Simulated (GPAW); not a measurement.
# Work function of a 9-layer slab of Al(110) at several levels, part 3 of 3

Aim: the work function of both faces of a 9-layer slab of Al(110), and its spread over functionals and bases.

GPAW 26.7.0; GPAW, PAW setups; slab in vacuum, relaxation (the session's first sound run).

So far, upper work function (eV): step 2 (relaxation, PBE, GPAW) 4.15; step 5 (self-consistent run: xc = "vdW-DF2", GPAW, PAW setups, GPAW) 4.38; step 6 (self-consistent run: xc = "LDA") 4.31; step 7 (OptPBE vdW: xc = "optPBE-vdW", GPAW, PAW setups, GPAW) 4.30; step 8 (self-consistent run: xc = "RPBE") 4.08.

**9. Real-space grid: mode = "fd"**

A real-space grid is a second complete basis, so it checks the plane-wave result.

Contents of run.py:

```python
import json
import numpy as np
from ase import Atoms
from gpaw import GPAW

slab = Atoms(
    ['Al', 'Al', 'Al', 'Al', 'Al', 'Al', 'Al', 'Al', 'Al'],
    positions=[
        [0.00000, 0.00000, 8.00000],
        [2.02500, 1.43189, 9.43189],
        [0.00000, 0.00000, 10.86378],
        [2.02500, 1.43189, 12.29567],
        [0.00000, 0.00000, 13.73339],
        [2.02500, 1.43189, 15.20504],
        [0.00000, 0.00000, 16.59726],
        [2.02500, 1.43189, 18.06544],
        [-0.00000, 0.00000, 19.40233]],
    cell=[[4.05, 0.0, 0.0], [0.0, 2.86378, 0.0], [0.0, 0.0, 27.45513]],
    pbc=[True, True, False])

slab.calc = GPAW(mode='fd', h=0.18, xc='PBE', kpts={'size': (8, 11, 1), 'gamma': True},
                 occupations={'name': 'fermi-dirac', 'width': 0.1}, nbands='200%',
                 convergence={'density': 1e-05}, maxiter=200,
                 poissonsolver={'dipolelayer': 'xy'},
                 symmetry={'tolerance': 1e-3}, txt='slab.txt')
result = {}
energy = slab.get_potential_energy()
fermi = slab.calc.get_fermi_level()
v = slab.calc.get_electrostatic_potential().mean((0, 1)) - fermi
n = slab.calc.get_pseudo_density().mean((0, 1))
L = slab.cell[2, 2]
z = np.arange(len(v)) * L / len(v)
low, high = slab.positions[:, 2].min(), slab.positions[:, 2].max()
below, above = np.interp([low - 5.8, high + 5.8], z, v)
slopes = [np.interp(x, z, np.gradient(v, z)) for x in (low - 5.8, high + 5.8)]
eps = np.array([[slab.calc.get_eigenvalues(k, s) for k in range(len(slab.calc.get_ibz_k_points()))]
                for s in range(slab.calc.get_number_of_spins())]) - fermi
top, bottom = eps[eps < 0].max(), eps[eps > 0].min()
dipole = slab.get_dipole_moment()[2]
print(f'energy {energy:.4f} eV, Fermi level {fermi:.4f} eV, dipole {dipole:.5f} e A')
print(f'potential 5.8 A off the faces, from the Fermi level: lower {below:.4f} eV, upper {above:.4f} eV')
print(f'slope of the potential there: lower {slopes[0]:.5f}, upper {slopes[1]:.5f} eV/A')
print(f'nearest levels on the mesh: {top:.4f} and {bottom:.4f} eV')
print('magnetic moment', round(slab.get_magnetic_moment(), 3))
result.update(energy=energy, fermi=fermi, dipole=dipole, below=below, above=above, slopes=slopes, edges=[top, bottom],
              z=z.tolist(), v=v.tolist(), n=n.tolist(), positions=slab.positions.tolist(),
              forces=slab.get_forces(apply_constraint=False).tolist(), moments=slab.get_magnetic_moments().tolist())
json.dump(result, open('result.json', 'w'))
```

On the command line:

```bash
> OMP_NUM_THREADS=1 OPENBLAS_NUM_THREADS=1 python run.py
```

What it wrote:

```text
energy -32.2796 eV, Fermi level -4.1527 eV, dipole 0.00021 e A
potential 5.8 A off the faces, from the Fermi level: lower 4.1543 eV, upper 4.1510 eV
slope of the potential there: lower -0.00006, upper 0.00006 eV/A
nearest levels on the mesh: -0.0094 and 0.0090 eV
magnetic moment 0.0
```

The job ended after 34 min (1 thread of Intel Xeon at 2.50GHz (Skylake/Cascade Lake), shared host; peak memory 1.3 GiB).

This step gave:

```
dipole along the normal                    : 2.15e-4 e·Å
levels nearest the Fermi level on the mesh : -0.009381, 0.008963 eV from the Fermi level
upper work function                        : 4.151 eV
lower work function                        : 4.154 eV
```

The electrostatic potential energy of an electron (without an applied field's), less the Fermi level, planar mean oscillates, so the rows of the table below give means over windows of 1.45 Å about each position, cut where the curve ends. Its maxima inside the range that stand out by 2 % of the span (Å: eV): 8.8: -5.00, 10.1: -5.03, 11.6: -4.99, 13.0: -4.96, 14.5: -4.66, 15.9: -5.37, 17.3: -4.67, 18.7: -5.93. Its minima: 8.0: -8.92, 9.4: -9.29, 10.8: -9.34, 12.3: -9.35, 13.7: -9.33, 15.2: -9.33, 16.6: -9.36, 18.1: -9.45, 19.3: -9.10.

The electrostatic potential energy of an electron (without an applied field's), less the Fermi level, planar mean by z; means over each step:

```
z (Å)  electrostatic potential energy of an electron (without an applied field's), less the Fermi level, planar mean (eV)
 0.72                                                                                                                4.15
 2.17                                                                                                                4.15
 3.62                                                                                                                4.15
 5.07                                                                                                                4.11
 6.52                                                                                                                2.77
 7.97                                                                                                               -5.96
 9.42                                                                                                               -7.03
10.87                                                                                                               -7.06
12.32                                                                                                               -7.04
13.77                                                                                                               -6.96
15.22                                                                                                               -7.08
16.67                                                                                                               -7.04
18.12                                                                                                               -7.28
19.57                                                                                                               -5.60
21.02                                                                                                                3.16
22.47                                                                                                                4.12
23.92                                                                                                                4.15
25.37                                                                                                                4.15
26.82                                                                                                                4.15
```

The upper face's work function is 4.151 eV, against 4.151 eV in the first plane-wave PBE run at this geometry.

**10. Cost and result by level**

Times are for 1 thread of Intel Xeon at 2.50GHz (Skylake/Cascade Lake), shared host. The series side by side:

```
no.         run  upper work function (eV)  lower work function (eV)     time  memory (GiB)
  1          pw                     4.151                     4.154  6.4 min           0.3
  2      revPBE                     4.080                     4.085  5.9 min           0.3
  3     vdW DF2                     4.384                     4.385   24 min          0.49
  4         LDA                     4.308                     4.309    7 min          0.31
  5  optPBE vdW                     4.301                     4.303  8.2 min          0.49
  6        RPBE                     4.080                     4.085  7.8 min           0.3
  7          fd                     4.151                     4.154   34 min           1.3
```

**11. Side by side**

Results and costs are gathered.

This step: comparison of work functions, dipole and cost (GPAW 26.7.0).

Ladder, by row:

```csv
step,code,"work function, upper (eV)","work function, lower (eV)",dipole (e Å),wall time (s),peak memory (GiB),threads
pw,GPAW,4.151,4.154,1.61e-4,382.1,0.3,1
revPBE,GPAW,4.08,4.085,2.59e-4,353.7,0.3,1
vdW-DF2,GPAW,4.384,4.385,4.01e-7,1444,0.49,1
LDA,GPAW,4.308,4.309,-3.26e-5,422.5,0.31,1
optPBE-vdW,GPAW,4.301,4.303,8.09e-5,494,0.49,1
RPBE,GPAW,4.08,4.085,2.79e-4,470.7,0.3,1
fd,GPAW,4.151,4.154,2.15e-4,2032,1.29,1
```

**12. Summary of results**

| Quantity | Value |
| --- | --- |
| work function, both faces | 4.15 eV |
| dipole along the normal | 1.6e-4 e Å |

**Reading.** With plane waves and PBE the work function is 4.15 eV on the upper face and 4.15 eV on the lower. The measured value for this face is 4.23 eV (as compiled in "Properties of real metallic surfaces: Effects of density functional semilocality and van der Waals nonlocality", 2017, arxiv:1702.08515); the relaxed upper face lies 0.079 eV under it with PBE, and optPBE-vdW comes nearest (4.30 eV). Measured work functions scatter by a tenth of an eV or more between methods. Over the sound runs of the table the upper face's work function spans 4.080 (revPBE) to 4.384 eV (vdW-DF2). The in-plane lattice was kept as typed, which isn't the functional's own and leaves some strain; spin-orbit coupling and temperature are left out.

[Logs are printed without paths, hosts, clocks, repeated set-up lines and the standing remarks that a program may print on its own settings, such as how far it seeks lower states.]

[Hosts, paths, dates, database ids (printed as entryN), source tags and the programs' standing remarks are cut or masked in the printed files.]
